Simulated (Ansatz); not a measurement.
## CuOs3: relaxing a made-up structure

This structure for CuOs3 is made up. Its elements were placed in a known structure type with a cell scaled to their sizes. What cell does the guess relax to, and how far off was it?

Main program and level: Ansatz 0.2.0; DFT, PBEsol, plane-wave PAW, files of the set soft_1, scalar-relativistic, ferromagnetic start, cell and ions relaxed at zero pressure; PAW set soft_1.

## 1. The structure

Symmetry: Pm-3m, No. 221, cubic system. The conventional cell has a = 3.565 Å, b = 3.565 Å, c = 3.565 Å, α = 90.00°, β = 90.00°, γ = 90.00°. Nearest to Os lie 8 Os at 2.52 Å and 4 Cu at 2.52 Å. Nearest to Cu lie 12 Os at 2.52 Å. Farther neighbours are not listed.

As a file:

```cif
data_structure
_symmetry_space_group_name_H-M 'P 1'
_symmetry_Int_Tables_number 1
_cell_length_a 3.5650
_cell_length_b 3.5650
_cell_length_c 3.5650
_cell_angle_alpha 90.000
_cell_angle_beta 90.000
_cell_angle_gamma 90.000
_cell_volume 45.31
loop_
_atom_site_label
_atom_site_type_symbol
_atom_site_fract_x
_atom_site_fract_y
_atom_site_fract_z
_atom_site_occupancy
Os1 Os 0.50000 0.50000 0.00000 1
Os2 Os 0.50000 0.00000 0.50000 1
Os3 Os 0.00000 0.50000 0.50000 1
Cu4 Cu 0.00000 0.00000 0.00000 1
```

## 2. Relaxing cell and atoms

The guessed cell has no reason to be at equilibrium. It is relaxed with the atoms, within the space group of the guess.

Input file input.yaml:

```yaml
crystal:
  lattice:
    - [3.565, 0.0, 0.0]
    - [0.0, 3.565, 0.0]
    - [0.0, 0.0, 3.565]
  atoms:
    - { symbol: Os, position: [0.5, 0.5, 0.0], spin: 1.0 }
    - { symbol: Os, position: [0.5, 0.0, 0.5], spin: 1.0 }
    - { symbol: Os, position: [0.0, 0.5, 0.5], spin: 1.0 }
    - { symbol: Cu, position: [0.0, 0.0, 0.0], spin: 0.6 }
magnetization:
  spin_polarized: true
kpoints:
  mp_grid: { grid: [8, 8, 8] }
scf:
  occupations: { method: fermi_dirac, width: 0.05 }
hamiltonian:
  xc: pbesol
  pseudopotentials: { kind: paw, azcp: { folder: soft_1 }, xc_functional: pbe }
relax:
  f_tol: 0.015
  max_steps: 70
  cell: {}
output:
  forces: true
  stress: true
```

Command:

```console
$ ansatz run input.yaml --threads 4 --pin off --max-ram 10240MiB --backend cpu --events-out ev --progress --plain --runs-dir out
```

Numbers of over 12 decimals in the logs are rounded to 6 here.

Output:

```text
Engine: ansatz 0.2.0, aarch64-unknown-linux-gnu
Pseudopotentials: kind: paw
Pseudopotential: Os, paw, valence charge 16, recommended cutoff 420 eV (normal), soft_1/Os.paw.azcp
Pseudopotential: Cu, paw, valence charge 19, recommended cutoff 420 eV (normal), soft_1/Cu.paw.azcp
Functional definition: PBEsol
  exchange = pbesol_x
  correlation = pbesol_c
Crystal: 4 atoms, lattice volume = 45.308 Å³
Basis set: ecut = 420 eV, 895 PW (Γ), exchange–correlation on 48×48×48 points (8 copies of the dense FFT grid, shifted against one another)
Bands: 43, of which v1, the nominal top of the filled ones, is band 34 counted from 1 (33 counted from 0)
Symmetry: 48 space group operations
Space group: Pm-3m (ITA 221), of the structure as read, at distance tolerance 3.6e-5 Å
Magnetic group: BNS 221.92 (UNI 1594), of the structure as read, at distance tolerance 3.6e-5 Å
k-points: 35 of 512
Non-local potential: Os, projectors of the file, l = 0: 3, l = 1: 2, l = 2: 2, l = 3: 1
Non-local potential: Cu, projectors of the file, l = 0: 3, l = 1: 2, l = 2: 3, l = 3: 1
PAW form: soft (Blöchl's): semilocal exchange-correlation on the pseudo side does not see the compensation charge
PAW frozen core: Os, regenerated for the run's functional, and the local potential with it (the file was generated under x = pbe(κ = 0.804, μ = 0.219515), c = pbe(β = 0.066725))
PAW frozen core: Cu, regenerated for the run's functional, and the local potential with it (the file was generated under x = pbe(κ = 0.804, μ = 0.219515), c = pbe(β = 0.066725))
PAW one-centre angular grid: Os, 590 points (default); XC on 64 Gauss nodes
PAW one-centre angular grid: Cu, 590 points (default); XC on 64 Gauss nodes
Initial density: superposition of atomic densities (chi_scale 0.1, normalization cell)
Starting moments: Σ|m| = 3.6 μB on 4 of 4 sites
Initial wavefunctions: pseudopotential atomic-orbital guess
Functional: x = pbesol(κ = 0.804, μ = 0.123457), c = pbesol(β = 0.046)
SCF iter   1: F=—  HF=-40341.816475 eV  |F-HF|=—  |Δ(HF+E_count)|=         —  Δρ=1.98e-1 (↑1.98e-1 ↓1.87e-1)  dr2=4.76e1  dr2_m=3.45e-1  M=1.316 μB ∫|m|=1.390 μB  β_m=0.30  ethr=3.10e-3  ⟨swp⟩=6.4  Hψ=11358  notcnv=0
Mixer restart at iter 1: flushing history
preconditioner: auto → Kerker (q_TF=auto, 2.912 Å⁻¹)  [metal: Δε(μ)=0.016 eV  Ē_g=10.032 eV  σ=0.050 eV  W_gap=0.08  n_scr=18 (ndim 8)  ℏωp=32.6 eV  f_vac=0.000  D(μ)=3.37/eV (n_scr^D=32)]
spin=Collinear: Kerker preconditioning applied to the charge; magnetization (m = ρ↑ − ρ↓) channel mixes plain (no charge-response kernel on spin).
SCF iter   2: F=—  HF=-40342.191829 eV  |F-HF|=—  |Δ(HF+E_count)|=   3.75e-1  Δρ=6.76e-2 (↑6.76e-2 ↓5.68e-2)  dr2=2.89e0  dr2_m=1.32e-1  M=1.624 μB ∫|m|=1.624 μB  β_m=0.27  ethr=3.10e-3  ⟨swp⟩=3.8  Hψ=8028  notcnv=0  defer=154
SCF iter   3: F=—  HF=-40340.778971 eV  |F-HF|=—  |Δ(HF+E_count)|=    1.41e0  Δρ=3.26e-2 (↑2.61e-2 ↓3.26e-2)  dr2=1.02e0  dr2_m=1.24e-1  M=1.526 μB ∫|m|=1.528 μB  β_m=0.39  ethr=3.10e-3  ⟨swp⟩=2.1  Hψ=6418  notcnv=0  defer=160
SCF iter   4: F=—  HF=-40341.157162 eV  |F-HF|=—  |Δ(HF+E_count)|=   3.78e-1  Δρ=2.29e-2 (↑1.64e-2 ↓2.29e-2)  dr2=6.88e-1  dr2_m=4.03e-2  M=1.298 μB ∫|m|=1.310 μB  β_m=0.53  ethr=1.52e-3  ⟨swp⟩=2.0  Hψ=4803  notcnv=0  defer=157
SCF iter   5: F=—  HF=-40341.386802 eV  |F-HF|=—  |Δ(HF+E_count)|=   2.30e-1  Δρ=1.21e-2 (↑8.43e-3 ↓1.21e-2)  dr2=5.37e-2  dr2_m=1.35e-2  M=0.989 μB ∫|m|=1.012 μB  β_m=0.76  ethr=1.03e-3  ⟨swp⟩=2.0  Hψ=4369  notcnv=0  defer=157
SCF iter   6: F=—  HF=-40341.492691 eV  |F-HF|=—  |Δ(HF+E_count)|=         —  Δρ=1.21e-2 (↑1.17e-2 ↓1.21e-2)  dr2=2.03e-2  dr2_m=4.98e-2  M=0.220 μB ∫|m|=0.236 μB  β_m=0.76  ethr=8.02e-5  ⟨swp⟩=2.0  Hψ=5067  notcnv=0  defer=159
Mixer restart at iter 6: flushing history
SCF iter   7: F=—  HF=-40341.497531 eV  |F-HF|=—  |Δ(HF+E_count)|=   4.84e-3  Δρ=1.12e-2 (↑1.12e-2 ↓8.68e-3)  dr2=9.29e-2  dr2_m=9.28e-3  M=0.113 μB ∫|m|=0.123 μB  β_m=0.74  ethr=3.03e-5  ⟨swp⟩=2.0  Hψ=5853  notcnv=0  defer=159
SCF iter   8: F=—  HF=-40341.502006 eV  |F-HF|=—  |Δ(HF+E_count)|=   4.48e-3  Δρ=1.18e-2 (↑9.07e-3 ↓1.18e-2)  dr2=1.07e-1  dr2_m=4.02e-3  M=0.066 μB ∫|m|=0.074 μB  β_m=0.58  ethr=3.03e-5  ⟨swp⟩=2.2  Hψ=6239  notcnv=0  defer=156
SCF iter   9: F=—  HF=-40341.482241 eV  |F-HF|=—  |Δ(HF+E_count)|=   1.98e-2  Δρ=1.79e-3 (↑3.58e-4 ↓1.79e-3)  dr2=9.07e-4  dr2_m=3.08e-4  M=0.017 μB ∫|m|=0.021 μB  β_m=0.79  ethr=3.03e-5  ⟨swp⟩=2.0  Hψ=6044  notcnv=0  defer=157
SCF iter  10: F=—  HF=-40341.482188 eV  |F-HF|=—  |Δ(HF+E_count)|=   5.25e-5  Δρ=1.79e-4 (↑4.91e-5 ↓1.79e-4)  dr2=9.91e-6  dr2_m=3.73e-6  M=-0.000 μB ∫|m|=0.001 μB  β_m=0.79  ethr=1.35e-6  ⟨swp⟩=2.0  Hψ=4452  notcnv=0  defer=157
SCF iter  11: F=—  HF=-40341.482186 eV  |F-HF|=—  |Δ(HF+E_count)|=   1.70e-6  Δρ=5.89e-5 (↑5.32e-5 ↓5.89e-5)  dr2=3.05e-6  dr2_m=9.27e-8  M=-0.000 μB ∫|m|=0.001 μB  β_m=0.89  ethr=1.48e-8  ⟨swp⟩=2.0  Hψ=4651  notcnv=0  defer=157
SCF iter  12: F=—  HF=-40341.482187 eV  |F-HF|=—  |Δ(HF+E_count)|=   4.29e-7  Δρ=3.72e-5 (↑2.39e-5 ↓3.72e-5)  dr2=1.23e-6  dr2_m=2.34e-8  M=-0.000 μB ∫|m|=0.000 μB  β_m=0.88  ethr=4.55e-9  ⟨swp⟩=1.0  Hψ=3010  notcnv=0  defer=157
SCF iter  13: F=—  HF=-40341.482187 eV  |F-HF|=—  |Δ(HF+E_count)|=   1.57e-7  Δρ=2.42e-6 (↑1.58e-6 ↓2.42e-6)  dr2=4.17e-9  dr2_m=5.86e-10  M=-0.000 μB ∫|m|=0.000 μB  β_m=0.94  ethr=1.84e-9  ⟨swp⟩=1.8  Hψ=3177  notcnv=0  defer=157
SCF iter  14: F=-40341.482187 eV  HF=-40341.482187 eV  |F-HF|=1.89e-10  |Δ(HF+E_count)|=  8.73e-11  Δρ=4.80e-7 (↑4.80e-7 ↓3.89e-7)  dr2=2.52e-10  dr2_m=1.62e-11  M=-0.000 μB ∫|m|=0.000 μB  ethr=6.23e-12  ⟨swp⟩=1.0  Hψ=8059  notcnv=0
WARN: the starting moments were not kept: the SCF closed with an absolute magnetisation of 9.4e-6 μB, where they sum to 3.6 μB in size (4 sites). That is at most 0.1 of that sum. Measured as dr2_m measures the in/out step, that magnetisation stands 1.3e-11 eV from none, at or under the dr2_threshold of 1.0e-7 eV: it is no larger than a step whose dr2_m would equal this threshold. The system may hold no moment; this S [...]
SCF 1 converged in 14 iterations: F = -40341.482187 eV  dr2 = 2.52e-10
  greatest PAW one-centre occupation: 1.000 electrons in one spin orbital (limit 2), on the Os atom at site 2 (counted from 0), in its partial waves of l = 0
relax step   1: F+E_penalty+E_count = -40341.48218665 eV  Δ(F+E_penalty+E_count) = +0.000e0 eV  max|allowed force component| = 2.561e-28 eV/Å  Δτ_max = 0.0000 Å  P = +89.580 GPa  Ω = 45.308 Å³  (14 SCF iters, dr2 threshold 1.00e-7 eV, accepted)
Crystal: 4 atoms, lattice volume = 52.263 Å³
[...]
the starting moments were not kept: the SCF closed with an absolute magnetisation of 1.4e-5 μB, where they sum to 3.6 μB in size (4 sites). That is at most 0.1 of that sum. Measured as dr2_m measures the in/out step, that magnetisation stands 7.5e-11 eV from none, at or under the dr2_threshold of 4.0e-7 eV: it is no larger than a step whose dr2_m would equal this threshold.
SCF 3 converged in 12 iterations: F = -40343.502466 eV  dr2 = 4.48e-8
relax step   3: F+E_penalty+E_count = -40343.50246615 eV  Δ(F+E_penalty+E_count) = -4.935e-2 eV  max|allowed force component| = 1.334e-29 eV/Å  Δτ_max = 0.0000 Å  P = +2.803 GPa  Ω = 53.436 Å³  energy of the carried Pulay correction = -9.992e-3 eV  (12 SCF iters, dr2 threshold 4.00e-7 eV, accepted)
[...]
relax step   4: F+E_penalty+E_count = -40343.50567033 eV  Δ(F+E_penalty+E_count) = -3.204e-3 eV  max|allowed force component| = 1.104e-29 eV/Å  Δτ_max = 0.0000 Å  P = -0.041 GPa  Ω = 53.867 Å³  energy of the carried Pulay correction = -1.048e-2 eV  (10 SCF iters, dr2 threshold 4.00e-7 eV, accepted)
Basis set: ecut = 420 eV, 1021 PW (Γ), exchange–correlation on 54×54×54 points (8 copies of the dense FFT grid, shifted against one another)
Initial wavefunctions: pseudopotential atomic-orbital guess (no wavefunctions were taken with the density)
iter 1 solved again at ethr=4.98e-7 eV; its pass at ethr=3.10e-3 eV (dr2=3.33e-4 eV) is discarded
SCF iter   1: F=—  HF=-40343.512379 eV  |F-HF|=—  |Δ(HF+E_count)|=         —  Δρ=1.50e-3 (↑1.50e-3 ↓1.50e-3)  dr2=1.98e-4  dr2_m=5.55e-11  M=0.000 μB ∫|m|=0.000 μB  β_m=0.65  ethr=4.98e-7  ⟨swp⟩=3.0  Hψ=17884  notcnv=0
preconditioner: auto → none  [metal: Δε(μ)=0.019 eV  Ē_g=8.527 eV  σ=0.050 eV  W_gap=0.09  n_scr=6 (ndim 8)  ℏωp=29.9 eV  f_vac=0.000  D(μ)=6.38/eV (n_scr^D=80)]
SCF iter   2: F=—  HF=-40343.514426 eV  |F-HF|=—  |Δ(HF+E_count)|=   2.05e-3  Δρ=1.50e-3 (↑1.50e-3 ↓1.50e-3)  dr2=3.01e-3  dr2_m=5.14e-11  M=0.000 μB ∫|m|=0.000 μB  β_m=0.23  ethr=2.95e-7  ⟨swp⟩=2.1  Hψ=5402  notcnv=0  recentre
SCF iter   3: F=—  HF=-40343.513560 eV  |F-HF|=—  |Δ(HF+E_count)|=   8.66e-4  Δρ=1.00e-3 (↑1.00e-3 ↓1.00e-3)  dr2=1.49e-4  dr2_m=5.93e-11  M=0.000 μB ∫|m|=0.000 μB  β_m=0.13  ethr=2.95e-7  ⟨swp⟩=2.1  Hψ=5396  notcnv=0
SCF iter   4: F=—  HF=-40343.514146 eV  |F-HF|=—  |Δ(HF+E_count)|=   5.86e-4  Δρ=5.38e-4 (↑5.38e-4 ↓5.38e-4)  dr2=1.62e-5  dr2_m=3.42e-11  M=0.000 μB ∫|m|=0.000 μB  β_m=0.36  ethr=2.22e-7  ⟨swp⟩=2.0  Hψ=3234  notcnv=0
SCF iter   5: F=—  HF=-40343.514483 eV  |F-HF|=—  |Δ(HF+E_count)|=   3.37e-4  Δρ=2.75e-5 (↑2.75e-5 ↓2.75e-5)  dr2=1.95e-7  dr2_m=2.13e-11  M=0.000 μB ∫|m|=0.000 μB  β_m=0.38  ethr=2.42e-8  ⟨swp⟩=2.0  Hψ=4202  notcnv=0
SCF iter   6: F=—  HF=-40343.514485 eV  |F-HF|=—  |Δ(HF+E_count)|=   2.70e-6  Δρ=1.43e-5 (↑1.43e-5 ↓1.43e-5)  dr2=2.00e-7  dr2_m=1.47e-11  M=0.000 μB ∫|m|=0.000 μB  β_m=0.69  ethr=2.91e-10  ⟨swp⟩=2.1  Hψ=5123  notcnv=0
SCF iter   7: F=—  HF=-40343.514489 eV  |F-HF|=—  |Δ(HF+E_count)|=   3.71e-6  Δρ=4.74e-6 (↑4.74e-6 ↓4.73e-6)  dr2=3.09e-8  dr2_m=2.27e-12  M=0.000 μB ∫|m|=0.000 μB  β_m=0.80  ethr=2.91e-10  ⟨swp⟩=2.1  Hψ=4794  notcnv=0
SCF iter   8: F=—  HF=-40343.514489 eV  |F-HF|=—  |Δ(HF+E_count)|=   9.38e-8  Δρ=4.78e-7 (↑4.37e-7 ↓4.78e-7)  dr2=2.31e-10  dr2_m=4.55e-13  M=0.000 μB ∫|m|=0.000 μB  β_m=0.77  ethr=4.62e-11  ⟨swp⟩=2.0  Hψ=4244  notcnv=0
SCF iter   9: F=—  HF=-40343.514489 eV  |F-HF|=—  |Δ(HF+E_count)|=   1.12e-8  Δρ=2.06e-7 (↑1.91e-7 ↓2.06e-7)  dr2=9.00e-11  dr2_m=2.55e-13  M=0.000 μB ∫|m|=0.000 μB  β_m=0.69  ethr=1.00e-12  ⟨swp⟩=2.1  Hψ=4039  notcnv=0
SCF iter  10: F=—  HF=-40343.514489 eV  |F-HF|=—  |Δ(HF+E_count)|=  8.73e-11  Δρ=9.55e-8 (↑8.74e-8 ↓9.55e-8)  dr2=1.80e-12  dr2_m=1.60e-13  M=0.000 μB ∫|m|=0.000 μB  β_m=0.81  ethr=1.00e-12  ⟨swp⟩=1.0  Hψ=3010  notcnv=0
SCF iter  11: F=-40343.514489 eV  HF=-40343.514489 eV  |F-HF|=0.00e0  |Δ(HF+E_count)|=  7.28e-12  Δρ=2.53e-8 (↑2.53e-8 ↓2.34e-8)  dr2=1.07e-12  dr2_m=1.73e-14  M=0.000 μB ∫|m|=0.000 μB  ethr=1.00e-12  ⟨swp⟩=2.0  Hψ=7438  notcnv=0
the starting moments were not kept: the SCF closed with an absolute magnetisation of 8.1e-7 μB, where they sum to 3.6 μB in size (4 sites). That is at most 0.1 of that sum. Measured as dr2_m measures the in/out step, that magnetisation stands 1.1e-13 eV from none, at or under the dr2_threshold of 4.0e-11 eV: it is no larger than a step whose dr2_m would equal this threshold.
SCF 5 converged in 11 iterations: F = -40343.514489 eV  dr2 = 1.07e-12
relax step   5: F+E_penalty+E_count = -40343.51448921 eV  Δ(F+E_penalty+E_count) = -8.819e-3 eV  max|allowed force component| = 1.735e-29 eV/Å  Δτ_max = 0.0000 Å  P = -0.018 GPa  Ω = 53.867 Å³  stress off target by 1.85e-2 GPa  SCF on the basis re-selected at this cell (its energy is not comparable with the rows above)  (11 SCF iters)
basis re-selected at this cell: Δ(F+E_penalty+E_count) = -8.819e-3 eV, ΔP = +0.023 GPa vs the last step (what re-selecting the basis moved, of the pressure what is left beyond the Pulay correction that the steps carried, after the strain that the cell walked since its last selection, with what the two solves' SCF thresholds leave and, on support functions, any second-order correction that the steps lacked; it is no measure of the basis error at this ecutwfc). The dense FFT grid was sized anew with the basis: this SCF ran on 27×27×27 points, the steps before it on 24×24×24, so part of this shift can come from that change (see relax.cell in the input reference). [rest of the remark cut]
SCF converged after 11 iterations
Magnetization: 0.0000 μB (33.5000 up, 33.5000 down)
Absolute magnetization: 0.0000 μB (∫|ρ↑−ρ↓|, with the PAW one-centre terms)
Spin contamination: 0.0000 ħ² per cell (⟨S²⟩ above its minimum at these occupations)
Per-site moments (μB) at R_I (Å): [(2.1336301313064668e-7, 1.101581), (2.1336301364834173e-7, 1.101581), (2.1336301310409844e-7, 1.101581), (9.024269789752979e-8, 1.101581)]
Free energy (F): -40343.514489 eV
Harris-Foulkes:  -40343.514489 eV  (|F-HF|=0.00e0)
Internal energy: -40343.461595 eV  (E = F + TS)
E sigma→0 (E₀):  -40343.488042 eV
Entropy (-TS):   -0.052894 eV (-13.224 meV/atom)
Fermi energy:    23.803846 eV
--- Per-component energies (eV) ---
  E_band       = -536.831419
  E_kinetic    = 1739.622440
  E_local      = -7442.660995  (includes V_loc(G=0)·N_el)
  E_nonlocal   = 1483.788930
  E_hartree    = 2996.902014
  E_xc         = -766.939247
  E_vxc        = -827.613622  (∫ρ·V_xc dr)
  E_paw        = -28516.992079  (= ΣΔE_a)
  E_vpaw       = -1483.774471  (= ΣTr[D̂ρ^β])
  E_aug_tail   = 0.002235  (compensation charges beyond the density's cutoff)
  E_ewald      = -9838.135089
  E_core_change = 0.950196  (= ΣΔE_core)
  E_smearing   = -0.052894  (= −TS)
  E_closure    = 0.000000  (closes the sum)
  Σ components = -40343.514489   (vs F -40343.514489, Δ=0.00e0)
--- Forces (eV/Å), atoms counted from 1 ---
  atom   1  Os    -0.00000000     0.00000000     0.00000000
  atom   2  Os    -0.00000000     0.00000000    -0.00000000
  atom   3  Os    -0.00000000     0.00000000     0.00000000
  atom   4  Cu    -0.00000000    -0.00000000     0.00000000
  max |Σ_I F_I| component: 3.16e-29 eV/Å
--- Stress (GPa, compression-positive) ---
       -0.018497      -0.000000      -0.000000
       -0.000000      -0.018497      -0.000000
       -0.000000      -0.000000      -0.018497
  P = ⅓ Tr σ = -0.0185 GPa (-0.185 kbar)
--- Relaxed structure (4 steps of the walk, 4 accepted, 1 SCFs on fresh bases) ---
  F+E_penalty+E_count = -40343.51448921 eV   max|allowed force component| = 1.735e-29 eV/Å   (the final SCF, on the basis selected at the relaxed cell)
  cell:  # Å, volume = 53.8670 Å³
    - [3.776658, 0, 0]
    - [0, 3.776658, 0]
    - [0, 0, 3.776658]
  atoms:
    - { symbol: Os, position: [0.5, 0.5, 0] }
    - { symbol: Os, position: [0.5, 0, 0.5] }
    - { symbol: Os, position: [0, 0.5, 0.5] }
    - { symbol: Cu, position: [0, 0, 0] }
```

The job ended after 14 s (4 threads of Arm Neoverse V2, shared host; peak memory 0.49 GiB; 51 s of CPU time).

The steps of the relaxation:

```csv
step,energy less that of the first step (eV),largest force component (eV/Å),pressure (GPa),volume (Å³)
1,0.0000,0.0000,89.58,45.31
2,-1.9709,0.0000,11.22,52.26
3,-2.0203,0.0000,2.80,53.44
4,-2.0235,0.0000,-0.04,53.87
5*,-2.0323,0.0000,-0.02,53.87
```

Relaxation steps marked * repeat the geometry before them on a plane-wave basis chosen anew for their cell, so energy and pressure can jump there.

Forces are held to the 48 operations that the run works with; a distortion that breaks them can't arise in this run.

```
conventional cell, symmetrised  before  after   change
                         a (Å)   3.565  3.777   +5.9 %
                         b (Å)   3.565  3.777   +5.9 %
                         c (Å)   3.565  3.777   +5.9 %
              volume (Å³/atom)   11.33  13.47  +18.9 %
```

Final coordinates:

```xyz
4
Lattice="3.7767 0.0000 0.0000 0.0000 3.7767 0.0000 0.0000 0.0000 3.7767" Properties=species:S:1:pos:R:3 pbc="T T T"
Os    1.8883    1.8883    0.0000
Os    1.8883    0.0000    1.8883
Os    0.0000    1.8883    1.8883
Cu    0.0000    0.0000    0.0000
```

This step gave:

```yaml
free_energy: -40343.5145 eV
energy_at_zero_smearing: -40343.4880 eV
smearing_term_ts: 0.05289 eV
fermi_energy: 23.80 eV
electrons: 67
symmetry_operations: 48
pressure: -0.01850 GPa
```

Shortest distances by pair of elements, guess and relaxed (not always the same contact):

```csv
pair,guess (Å),relaxed (Å)
Os–Os,2.521,2.671
Cu–Os,2.521,2.671
Cu–Cu,3.565,3.777
```

The relaxation ends with a pressure of -0.02 GPa. No moment survives the cycle: this start ends non-magnetic.

## 3. What came out

```json
{
 "space group, relaxed": "Pm-3m",
 "conventional cell": "a = 3.777, b = 3.777, c = 3.777 Å; α = 90.0°, β = 90.0°, γ = 90.0°",
 "volume per atom": "13.47 Å³ (guess 11.33)",
 "total moment": "0.00 μB in the cell of 4 atoms"
}
```

**Reading.** CuOs3 relaxes to Pm-3m with a = 3.777, b = 3.777 and c = 3.777 Å. The guessed volume was 16 % too small. The space group Pm-3m was held in the relaxation, so the end point is a stationary structure within it and may be a saddle against distortions or other arrangements. The moments died out from this one start and weren't seeded again at the relaxed cell. Mesh and cutoff weren't tested. Spin-orbit coupling is left out, which can matter for elements this heavy. No dispersion term is used, so weakly bound directions may come out too long. Nothing here tests whether the compound is stable against decomposition.

[Logs are printed without paths, hosts, clocks, repeated set-up lines and the standing remarks that a program may print on its own settings, such as how far it seeks lower states.]

[Hosts, paths, dates, database ids (printed as entryN), source tags and the programs' standing remarks are cut or masked in the printed files.]
